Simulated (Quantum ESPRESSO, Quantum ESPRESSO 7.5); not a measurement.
## NiSi2(111), 3 trilayers against a metal electrode, stepped through the charge of the slab

What law, if any, do the results for NiSi2(111), 3 trilayers against a metal electrode follow against the charge of the slab?

Method: plane-wave DFT, PBE, GBRV ultrasoft pseudopotentials, in Quantum ESPRESSO 7.5.

### Step 1. The starting structure

It takes space group Fm-3m (No. 225, cubic). The conventional cell has a = 5.430 Å, b = 5.430 Å, c = 5.430 Å, α = 90.00°, β = 90.00°, γ = 90.00°. Ni has 8 Si at 2.35 Å nearest. Nearest to Si lie 4 Ni at 2.35 Å. Farther neighbours are not listed.

As a file:

```cif
data_structure
_symmetry_space_group_name_H-M 'P 1'
_symmetry_Int_Tables_number 1
_cell_length_a 3.8396
_cell_length_b 3.8396
_cell_length_c 9.4050
_cell_angle_alpha 90.000
_cell_angle_beta 90.000
_cell_angle_gamma 120.000
_cell_volume 120.08
loop_
_atom_site_label
_atom_site_type_symbol
_atom_site_fract_x
_atom_site_fract_y
_atom_site_fract_z
_atom_site_occupancy
Ni1 Ni 0.00000 0.00000 0.00000 1
Si2 Si 0.33333 0.66667 0.08333 1
Si3 Si 0.66667 0.33333 0.91667 1
Ni4 Ni 0.33333 0.66667 0.33333 1
Si5 Si 0.66667 0.33333 0.41667 1
Si6 Si 0.00000 0.00000 0.25000 1
Ni7 Ni 0.66667 0.33333 0.66667 1
Si8 Si 0.00000 0.00000 0.75000 1
Si9 Si 0.33333 0.66667 0.58333 1
```

Set-up: The slab is relaxed neutral, then held. ESM with bc3: vacuum below and a metal electrode about 6 Å above the top atoms. Cold smearing of 0.02 Ry. Charges are set per cell from the starting area. The slabs take the lattice constants of the bulk relaxed by the same program.

Members 2, 3, 4.5, 6, 7 and 8 took the same steps and show in the table alone.

This run has no spin polarisation, although Ni can carry a moment. A spin-polarised state was not tried and may lie lower.

### Step 2. Relaxing cell and ions of the reference

The bulk crystal is relaxed in cell and atoms; the members are built on its lattice constants.

ref.vc.in reads:

```
&control
  prefix = 'ref.vc'
  outdir = './out'
  pseudo_dir = './pseudo'
  nstep = 40
  forc_conv_thr = 0.0003
  calculation = 'vc-relax'
/
&system
  ibrav = 0
  nat = 9
  ntyp = 2
  ecutwfc = 50
  ecutrho = 250
  occupations = 'smearing'
  smearing = 'mv'
  degauss = 0.02
/
&electrons
  conv_thr = 1e-09
  mixing_beta = 0.4
  electron_maxstep = 120
/
&ions
/
&cell
  press_conv_thr = 0.3
/
ATOMIC_SPECIES
  Ni  58.6934  ni_pbe_v1.4.uspp.F.UPF
  Si  28.0850  si_pbe_v1.uspp.F.UPF
CELL_PARAMETERS angstrom
  3.83958982184295 0.00000000000000 0.00000000000000
  -1.91979491092148 3.32518232582816 0.00000000000000
  0.00000000000000 0.00000000000000 9.40503588509900
ATOMIC_POSITIONS crystal
  Ni  0.000000000000 0.000000000000 0.000000000000
  Si  0.333333333333 0.666666666667 0.083333333333
  Si  0.666666666667 0.333333333333 0.916666666667
  Ni  0.333333333333 0.666666666667 0.333333333333
  Si  0.666666666667 0.333333333333 0.416666666667
  Si  0.000000000000 0.000000000000 0.250000000000
  Ni  0.666666666667 0.333333333333 0.666666666667
  Si  0.000000000000 0.000000000000 0.750000000000
  Si  0.333333333333 0.666666666667 0.583333333333
K_POINTS automatic
  12 12 5 0 0 0
```

The run is started by

```
OMP_NUM_THREADS=1 mpirun -n 4 pw.x -nk 4 -in ref.vc.in > ref.vc.out
```

The log of the run:

```text
Program PWSCF v.7.5 starts
[citation notice left out]

     Parallel version (MPI & OpenMP), running on       4 processor cores
     Number of MPI processes:                 4
     Threads/MPI process:                     1

     MPI processes distributed on     1 nodes
[...]
Current dimensions of program PWSCF are:
     Max number of different atomic species (ntypx) = 10
     Max number of k-points (npk) =  40000
     Max angular momentum in pseudopotentials (lmaxx) =  4
     Found identity + (  0.3333 -0.3333  0.3333) symmetry
     This is a supercell, fractional translations are disabled
     Message from routine setup:
     using ibrav=0 with symmetry is DISCOURAGED, use correct ibrav instead

     K-points division:     npool     =       4
     Subspace diagonalization in iterative solution of the eigenvalue problem:
     a serial algorithm will be used

     G-vector sticks info
     --------------------
     sticks:   dense  smooth     PW     G-vecs:    dense   smooth      PW
     Sum         913     733    211                54113    38709    6145

     Using Slab Decomposition

     bravais-lattice index     =            0
     lattice parameter (alat)  =       7.2558  a.u.
     unit-cell volume          =     810.3215 (a.u.)^3
     number of atoms/cell      =            9
     number of atomic types    =            2
     number of electrons       =        78.00
     number of Kohn-Sham states=           47
     kinetic-energy cutoff     =      50.0000  Ry
     charge density cutoff     =     250.0000  Ry
     scf convergence threshold =      1.0E-09
     mixing beta               =       0.4000
     number of iterations used =            8  plain     mixing
     energy convergence thresh.=      1.0E-04
     force convergence thresh. =      3.0E-04
     press convergence thresh. =      3.0E-01
     Exchange-correlation= SLA  PW   PBE  PBE
                           (   1   4   3   4   0   0   0)
     nstep                     =           40

     celldm(1)=   7.255773  celldm(2)=   0.000000  celldm(3)=   0.000000
     celldm(4)=   0.000000  celldm(5)=   0.000000  celldm(6)=   0.000000

     crystal axes: (cart. coord. in units of alat)
               a(1) = (   1.000000   0.000000   0.000000 )
               a(2) = (  -0.500000   0.866025   0.000000 )
               a(3) = (   0.000000   0.000000   2.449490 )

     reciprocal axes: (cart. coord. in units 2 pi/alat)
               b(1) = (  1.000000  0.577350 -0.000000 )
               b(2) = (  0.000000  1.154701  0.000000 )
               b(3) = (  0.000000 -0.000000  0.408248 )

     PseudoPot. # 1 for Ni read from file:
     ./pseudo/ni_pbe_v1.4.uspp.F.UPF
     Pseudo is Ultrasoft + core correction, Zval = 18.0
     Generated by new atomic code, or converted to UPF format
     Using radial grid of  865 points,  6 beta functions with:
                l(1) =   0
                l(2) =   0
                l(3) =   1
                l(4) =   1
                l(5) =   2
                l(6) =   2
     Q(r) pseudized with 10 coefficients,  rinner =    0.980   0.980   0.980
                                                       0.980   0.980

     PseudoPot. # 2 for Si read from file:
     ./pseudo/si_pbe_v1.uspp.F.UPF
     Pseudo is Ultrasoft + core correction, Zval =  4.0
     Generated by new atomic code, or converted to UPF format
     Using radial grid of  899 points,  6 beta functions with:
                l(1) =   0
                l(2) =   0
                l(3) =   1
                l(4) =   1
                l(5) =   2
                l(6) =   2
     Q(r) pseudized with  8 coefficients,  rinner =    0.900   0.900   0.900
                                                       0.900   0.900

     atomic species   valence    mass     pseudopotential
     Ni               18.00    58.69340     Ni( 1.00)
     Si                4.00    28.08500     Si( 1.00)

     12 Sym. Ops., with inversion, found

   Cartesian axes

     site n.     atom                  positions (alat units)
         1        Ni     tau(   1) = (   0.0000000   0.0000000   0.0000000  )
         2        Si     tau(   2) = (  -0.0000000   0.5773503   0.2041241  )
         3        Si     tau(   3) = (   0.5000000   0.2886751   2.2453656  )
         4        Ni     tau(   4) = (  -0.0000000   0.5773503   0.8164966  )
         5        Si     tau(   5) = (   0.5000000   0.2886751   1.0206207  )
         6        Si     tau(   6) = (   0.0000000   0.0000000   0.6123724  )
         7        Ni     tau(   7) = (   0.5000000   0.2886751   1.6329932  )
         8        Si     tau(   8) = (   0.0000000   0.0000000   1.8371173  )
         9        Si     tau(   9) = (  -0.0000000   0.5773503   1.4288690  )

     number of k points=    81  Marzari-Vanderbilt smearing, width (Ry)=  0.0200
                       cart. coord. in units 2pi/alat
        k(    1) = (   0.0000000   0.0000000   0.0000000), wk =   0.0027778
        k(    2) = (   0.0000000   0.0000000   0.0816497), wk =   0.0055556
        k(    3) = (   0.0000000   0.0000000   0.1632993), wk =   0.0055556
        k(    4) = (   0.0000000   0.0962250   0.0000000), wk =   0.0166667
        k(    5) = (   0.0000000   0.0962250   0.0816497), wk =   0.0166667
        k(    6) = (   0.0000000   0.0962250   0.1632993), wk =   0.0166667
        k(    7) = (   0.0000000   0.1924501   0.0000000), wk =   0.0166667
        k(    8) = (   0.0000000   0.1924501   0.0816497), wk =   0.0166667
        k(    9) = (   0.0000000   0.1924501   0.1632993), wk =   0.0166667
        k(   10) = (   0.0000000   0.2886751   0.0000000), wk =   0.0166667
[...]
k(   81) = (  -0.2500000   0.5292377  -0.1632993), wk =   0.0333333

     Dense  grid:    54113 G-vectors     FFT dimensions: (  40,  40,  90)

     Smooth grid:    38709 G-vectors     FFT dimensions: (  36,  36,  81)

     Estimated max dynamical RAM per process >     169.43 MB

     Estimated total dynamical RAM >     638.07 MB

     Check: negative core charge=   -0.000003

     Initial potential from superposition of free atoms

     starting charge      71.9960, renormalised to      78.0000
     Starting wfcs are   63 randomized atomic wfcs

     total cpu time spent up to now is        4.6 secs

     per-process dynamical memory:   127.5 Mb

     Self-consistent Calculation

     iteration #  1     ecut=    50.00 Ry     beta= 0.40
     Davidson diagonalization with overlap
     ethr =  1.00E-02,  avg # of iterations =  7.0

     total cpu time spent up to now is       15.3 secs

     total energy              =   -1016.99417242 Ry
[...]
-91.6703 -91.6703 -91.6703 -52.0730 -52.0727 -52.0722 -52.0694 -52.0694
   -52.0693 -52.0693 -52.0693 -52.0692  -0.6572   0.3072   1.5372   4.1433
     5.9066   7.5021   7.8332   7.8797   8.0119   8.0174   8.0960   8.3121
     9.2087   9.3685   9.4157   9.4491   9.4988   9.5673   9.6833  10.3166
    11.1327  11.8909  12.0123  12.3371  12.5398  13.3136  13.8331  13.8900
    14.2699  14.4533  14.8939  15.3022  15.3313  15.3938  16.0837

          k = 0.0000 0.0962 0.1633 (  4812 PWs)   bands (ev):

   -91.6703 -91.6703 -91.6703 -52.0731 -52.0725 -52.0723 -52.0694 -52.0694
   -52.0693 -52.0693 -52.0693 -52.0692  -0.4621  -0.1392   2.2596   3.2917
     6.6472   7.1700   7.8215   7.9320   7.9669   7.9987   8.0757   8.2903
     9.1804   9.2494   9.3753   9.5088   9.5450   9.5771   9.6952  11.0573
    11.0962  11.4915  11.9832  12.3913  12.4268  12.9316  13.9029  13.9447
    14.0964  14.5516  14.8764  14.9565  15.3248  15.5736  16.1563

[...]
the Fermi energy is    12.9456 ev

!    total energy              =   -1087.64379095 Ry
     estimated scf accuracy    <          1.5E-10 Ry
     smearing contrib. (-TS)   =      -0.00150044 Ry
     internal energy E=F+TS    =   -1087.64229051 Ry

     The total energy is F=E-TS. E is the sum of the following terms:
     one-electron contribution =    -876.20287421 Ry
     hartree contribution      =     476.58883659 Ry
     xc contribution           =    -133.11142095 Ry
     ewald contribution        =    -554.91683194 Ry

     convergence has been achieved in  29 iterations

     Forces acting on atoms (cartesian axes, Ry/au):

     atom    1 type  1   force =     0.00000000   -0.00000000    0.00000000
     atom    2 type  2   force =     0.00000000    0.00000000   -0.00075922
     atom    3 type  2   force =     0.00000000   -0.00000000    0.00075922
     atom    4 type  1   force =     0.00000000   -0.00000000    0.00001040
     atom    5 type  2   force =     0.00000000   -0.00000000   -0.00075933
     atom    6 type  2   force =    -0.00000000   -0.00000000    0.00075918
     atom    7 type  1   force =    -0.00000000   -0.00000000   -0.00001040
     atom    8 type  2   force =     0.00000000   -0.00000000   -0.00075918
     atom    9 type  2   force =    -0.00000000   -0.00000000    0.00075933

     Total force =     0.001860     Total SCF correction =     0.000036

     Computing stress (Cartesian axis) and pressure

          total   stress  (Ry/bohr**3)                   (kbar)     P=       14.17
   0.00010595   0.00000000   0.00000000           15.59        0.00        0.00
   0.00000000   0.00010595   0.00000000            0.00       15.59        0.00
   0.00000000   0.00000000   0.00007707            0.00        0.00       11.34

     BFGS Geometry Optimization
     Energy error            =      5.7E-04 Ry
     Gradient error          =      7.6E-04 Ry/Bohr
     Cell gradient error     =      1.6E+01 kbar

     number of scf cycles    =   1
     number of bfgs steps    =   0

     enthalpy           new  =   -1087.6437909532 Ry

     new trust radius        =       0.0150801901 bohr
     new conv_thr            =       0.0000000010 Ry

     new unit-cell volume =    816.18954 a.u.^3 (   120.94681 Ang^3 )
     density =      4.73105 g/cm^3

CELL_PARAMETERS (angstrom)
   3.849760103   0.000000000  -0.000000000
  -1.924880052   3.333990048   0.000000000
   0.000000000   0.000000000   9.423157603

ATOMIC_POSITIONS (crystal)
Ni               0.0000000000       -0.0000000000       -0.0000000000
Si               0.3333333333        0.6666666667        0.0832906158
Si               0.6666666667        0.3333333333        0.9167093842
Ni               0.3333333333        0.6666666667        0.3333339185
Si               0.6666666667        0.3333333333        0.4166239428
Si              -0.0000000000       -0.0000000000        0.2500427155
Ni               0.6666666667        0.3333333333        0.6666660815
Si              -0.0000000000       -0.0000000000        0.7499572845
Si               0.3333333333        0.6666666667        0.5833760572

[...]
NEW-OLD atomic charge density approx. for the potential
     New effective cutoffs (rho, wfc):  248.23   49.81

     Check: negative core charge=   -0.000003

     total cpu time spent up to now is      202.7 secs

     per-process dynamical memory:   151.1 Mb

     Self-consistent Calculation

     iteration #  1     ecut=    50.00 Ry     beta= 0.40
     Davidson diagonalization with overlap
     ethr =  1.00E-06,  avg # of iterations =  3.0

     total cpu time spent up to now is      211.7 secs

     total energy              =   -1087.64362382 Ry
     estimated scf accuracy    <       0.00110323 Ry

[...]
iteration # 12     ecut=    50.00 Ry     beta= 0.40
[...]
End of self-consistent calculation

          k = 0.0000 0.0000 0.0000 (  4871 PWs)   bands (ev):

   -91.7626 -91.7626 -91.7626 -52.1647 -52.1647 -52.1640 -52.1613 -52.1613
   -52.1613 -52.1613 -52.1612 -52.1612  -0.8691   0.7199   0.7199   4.9245
     4.9245   7.7363   7.7363   7.7375   8.0841   8.0841   8.0841   8.0841
     9.3933   9.3933   9.3933   9.3933   9.4187   9.4187   9.7222   9.7223
    12.0949  12.0949  12.0949  12.0949  12.3400  14.1766  14.1766  14.5024
    14.5024  14.5087  14.8925  14.8925  14.8925  14.8925  15.1095

          k = 0.0000-0.0000 0.0815 (  4870 PWs)   bands (ev):

   -91.7626 -91.7626 -91.7626 -52.1648 -52.1645 -52.1640 -52.1614 -52.1614
   -52.1613 -52.1613 -52.1612 -52.1612  -0.8040   0.1580   1.3854   4.0084
     5.8060   7.5962   7.7574   7.7574   8.0019   8.0019   8.1359   8.1359
     9.3423   9.3423   9.3804   9.4060   9.4060   9.4936   9.4936  10.2618
    11.6858  11.6858  12.3092  12.5824  12.5824  13.7101  13.8718  14.1465
    14.1465  14.4048  14.7145  14.7145  15.1727  15.1727  15.4694

          k = 0.0000-0.0000 0.1630 (  4804 PWs)   bands (ev):

   -91.7626 -91.7626 -91.7626 -52.1649 -52.1643 -52.1641 -52.1614 -52.1614
   -52.1613 -52.1613 -52.1612 -52.1612  -0.6093  -0.2874   2.1042   3.1528
     6.5828   7.1957   7.8172   7.8172   7.9050   7.9050   8.1582   8.1582
     9.2160   9.3443   9.3443   9.3748   9.3748   9.5858   9.5858  11.0018
    11.4362  11.4362  11.8413  13.0996  13.0996  13.3224  13.5384  13.6245
    13.6245  14.5323  14.6295  14.6295  15.3123  15.5351  15.5351

          k =-0.0000 0.0960-0.0000 (  4846 PWs)   bands (ev):

   -91.7626 -91.7626 -91.7626 -52.1647 -52.1647 -52.1640 -52.1614 -52.1614
   -52.1614 -52.1613 -52.1613 -52.1612  -0.7788   0.8066   0.8067   4.9626
     4.9689   7.5520   7.7544   7.7675   7.8712   8.0250   8.0783   8.2072
     9.1498   9.2104   9.3833   9.4190   9.5203   9.5338   9.6459   9.6704
    11.2649  11.5406  11.9224  12.2903  12.3245  13.5657  13.7649  13.7917
    14.3290  14.4035  14.7638  14.9707  15.1731  15.3950  15.5173

          k =-0.0000 0.0960 0.0815 (  4828 PWs)   bands (ev):

   -91.7626 -91.7626 -91.7626 -52.1648 -52.1645 -52.1640 -52.1614 -52.1614
   -52.1613 -52.1613 -52.1613 -52.1612  -0.7139   0.2461   1.4705   4.0660
     5.8240   7.4216   7.7567   7.8016   7.9331   7.9380   8.0173   8.2332
     9.1254   9.2774   9.3303   9.3650   9.4143   9.4815   9.5963  10.2215
    11.0252  11.7801  11.9014  12.1847  12.4177  13.1967  13.6997  13.7466
    14.1348  14.3238  14.7609  15.1719  15.1751  15.2424  15.9473

          k =-0.0000 0.0960 0.1630 (  4812 PWs)   bands (ev):

   -91.7626 -91.7626 -91.7626 -52.1649 -52.1643 -52.1641 -52.1614 -52.1614
   -52.1613 -52.1613 -52.1613 -52.1612  -0.5196  -0.1982   2.1892   3.2184
     6.5643   7.0881   7.7438   7.8529   7.8884   7.9202   7.9973   8.2115
     9.0896   9.1665   9.2918   9.4241   9.4596   9.4907   9.6081  10.9499
    10.9946  11.3828  11.8593  12.2780  12.3135  12.7951  13.7493  13.8061
    13.9624  14.4254  14.7430  14.8238  15.1766  15.4165  16.0121

[...]
9.5833   9.7788   9.9466  10.1296  10.4875  10.4929  10.8572
[key lines of the parts left out:]
total energy              =   -1087.64415731 Ry
```

It took 15 min on 4 MPI ranks of Intel Xeon Platinum 8488C (Sapphire Rapids), shared host; peak memory 0.88 GiB.

The steps of the relaxation:

| step | energy less that of the first step (eV) | largest force (eV/Å) | volume (Å³) |
| --- | --- | --- | --- |
| 1 | 0.0000 | 0.0195 | 120.08 |
| 2 | -0.0050 | 0.0205 | 120.95 |
| 3 | -0.0055 | 0.0196 | 121.24 |
| 4 | -0.0056 | 0.0175 | 121.30 |
| 5 | -0.0057 | 0.0123 | 121.32 |
| 6 | -0.0058 | 0.0040 | 121.29 |
| 7 | -0.0058 | 0.0013 | 121.25 |
| 8 | -0.0061 | 0.0013 | 121.25 |

| cell as run | before | after | change |
| --- | --- | --- | --- |
| a (Å) | 3.840 | 3.857 | +0.5 % |
| b (Å) | 3.840 | 3.857 | +0.5 % |
| c (Å) | 9.405 | 9.412 | +0.1 % |
| volume (Å³/atom) | 13.34 | 13.47 | +1.0 % |

 The last row is no step: it is a fresh SCF in the final cell with a new plane-wave basis, -0 meV from the row before.

Numbers from this step:

| Item | Value |
| --- | --- |
| free energy | -14798.1538 eV |
| Fermi energy | 12.77 eV |

(Continued in part 2 of 4.)

[Logs are printed without paths, hosts, clocks, repeated set-up lines and the standing remarks that a program may print on its own settings, such as how far it seeks lower states.]

[Hosts, paths, dates, database ids (printed as entryN), source tags and the programs' standing remarks are cut or masked in the printed files.]

[Maps of the electrostatic potential energy from Ansatz leave out the sawtooth potential of an applied field or a dipole correction, so their vacuum need not be flat; planar profiles and work functions include it.]
